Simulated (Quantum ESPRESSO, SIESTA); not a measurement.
# How stiff is fcc Cu? Volume scan at PBEsol

Aim: the equation of state of fcc Cu at PBEsol, from a volume scan solved by several programs.

Numbers are calculated unless marked as measured.

**What experiment says.**

For Cu, face-centered cubic (literature value used as simulation input, 300 K), “Multiple origins of extra electron diffractions in fcc metals” (2023, arxiv:2311.10326) quotes earlier work: lattice constant a (cubic lattice parameter, quoted experimental value) 3.615 Å [literature value at ambient conditions, used as fixed simulation input].

In doubt: a PseudoDojo file used here is known to give poor structures and forces (SIESTA), which bears on pressures, cells, forces and phonons.

### Step 1. Set-up

The cell holds 1 atom (1 Cu). It starts from typed lattice constants, and its volume is changed by -8 to +8 %. Symmetry fixes shape and atoms, so all levels solve the scaled cells as they are.

### Step 2. One input

Quantum ESPRESSO 7.5: Kohn-Sham DFT, PBEsol, GBRV 1.5 ultrasoft pseudopotentials, plane waves. Its pw.in for the cell at -6 %:

```
&control
  calculation = 'scf'
  pseudo_dir = './pseudo'
  outdir = './tmp'
  disk_io = 'none'
  tprnfor = .true.
  tstress = .true.
/
&system
  ibrav = 0
  nat = 1
  ntyp = 1
  ecutwfc = 45
  ecutrho = 270
  occupations = 'smearing'
  smearing = 'fd'
  degauss = 0.007350
/
&electrons
  conv_thr = 1.0e-08
  electron_maxstep = 100
  mixing_beta = 0.3
  mixing_mode = 'plain'
  diagonalization = 'david'
/
ATOMIC_SPECIES
Cu 63.546 Cu.upf
CELL_PARAMETERS angstrom
0.00000 1.77795 1.77795
1.77795 0.00000 1.77795
1.77795 1.77795 0.00000
ATOMIC_POSITIONS crystal
Cu 0.00000 0.00000 0.00000
K_POINTS automatic
15 15 15 0 0 0
```

Elapsed: 7.4 s, on 2 MPI ranks of AMD EPYC 7B13 (Zen 3), shared host; peak memory 0.16 GiB; 14 s of CPU time.

### Step 3. The levels

| level | basis or training data | k-meshes | runs finished | CPU time | peak memory (GiB) |
| --- | --- | --- | --- | --- | --- |
| QE, PBEsol (reference) | plane waves, GBRV 1.5 ultrasoft, 45/270 Ry | 15×15×15 | 9 of 9 | 2.2 min | 0.18 |
| SIESTA DZP, PBEsol | DZP orbitals, shift 0.01 Ry, mesh 400 Ry | 15×15×15 | 9 of 9 | 6 min | 0.36 |

CPU times are sums over a level's finished runs on a shared host, and rough.

### Step 4. Energy and pressure

Energy over each level's lowest row (meV an atom), then pressure (GPa):

```csv
volume change (%),volume (Å³/atom),"E, QE, PBEsol","E, SIESTA DZP, PBEsol","P, QE, PBEsol","P, SIESTA DZP, PBEsol"
-8,11.001,5.30,0.00,5.22,-2.22
-6,11.241,0.00,5.90,0.50,-5.14
-4,11.480,0.35,14.54,-3.47,-6.42
-2,11.719,5.71,25.71,-5.86,-8.80
+0,11.958,15.26,39.99,-8.62,-9.84
+2,12.197,28.79,54.90,-11.52,-10.39
+4,12.436,45.63,71.43,-13.17,-11.74
+6,12.676,65.43,89.30,-14.47,-12.44
+8,12.915,87.73,108.73,-16.80,-13.54
```

### Step 5. Fits

Third-order Birch–Murnaghan fits: the energy is a cubic in V^(−2/3), fitted to the energies of the rows that share one k-mesh, or through its derivative to the printed pressures. A tick marks the fit quoted below: that to energies where it misses by under 0.12 meV an atom, else that to pressures.

| level | fitted to | V0 (Å³/atom) | a (Å) | B0 (GPa) | B′ | r.m.s. miss |
| --- | --- | --- | --- | --- | --- | --- |
| QE, PBEsol | energies, 9 rows ✓ | 11.343 | 3.567 | 169.3 | 5.14 | 0.03 meV/atom |
| QE, PBEsol | pressures, 9 rows | 11.283 | 3.560 | 181.8 | 5.93 | 0.33 GPa |

### Step 6. Findings

From its energies, the reference gives V0 = 11.343 Å³ an atom (a = 3.567 Å), B0 = 169 GPa and B′ = 5.1. No smooth fit with a minimum inside the scan was found for SIESTA DZP, PBEsol. Pressures and energies put V0 over 0.3 % apart for QE, PBEsol (-0.5 %), so stress and energy aren't fully consistent there. B0 from energies and from pressures differ by over 4 % for QE, PBEsol (169 against 182 GPa), so that figure hangs on the route.

Calculation against experiment:

```
              quantity  measured      QE, PBEsol
lattice constant a (Å)     3.615  3.567 (-1.3 %)
```

Measured values from arxiv:2311.10326 (2023).

**Against experiment.** The reference's lattice constant a lies -1.3 % from the measured 3.615 Å. The grades are ours: good and fair within 0.7 and 1.5 % for the lattice constant a. Zero-point motion and thermal motion (measured at up to 300 K) are not in the computed lattice constants.

Caveats: The nuclei are static, without zero-point or thermal motion. SIESTA's automatically made basis is far from complete, and its potentials were converted by us (checked for H, C, O, Si, Ge and Ca alone). The DFT runs use Fermi–Dirac occupations of width 0.1 eV, and energies are free energies.

[Logs are printed without paths, hosts, clocks, repeated set-up lines and the standing remarks that a program may print on its own settings, such as how far it seeks lower states.]

[Hosts, paths, dates, database ids (printed as entryN), source tags and the programs' standing remarks are cut or masked in the printed files.]
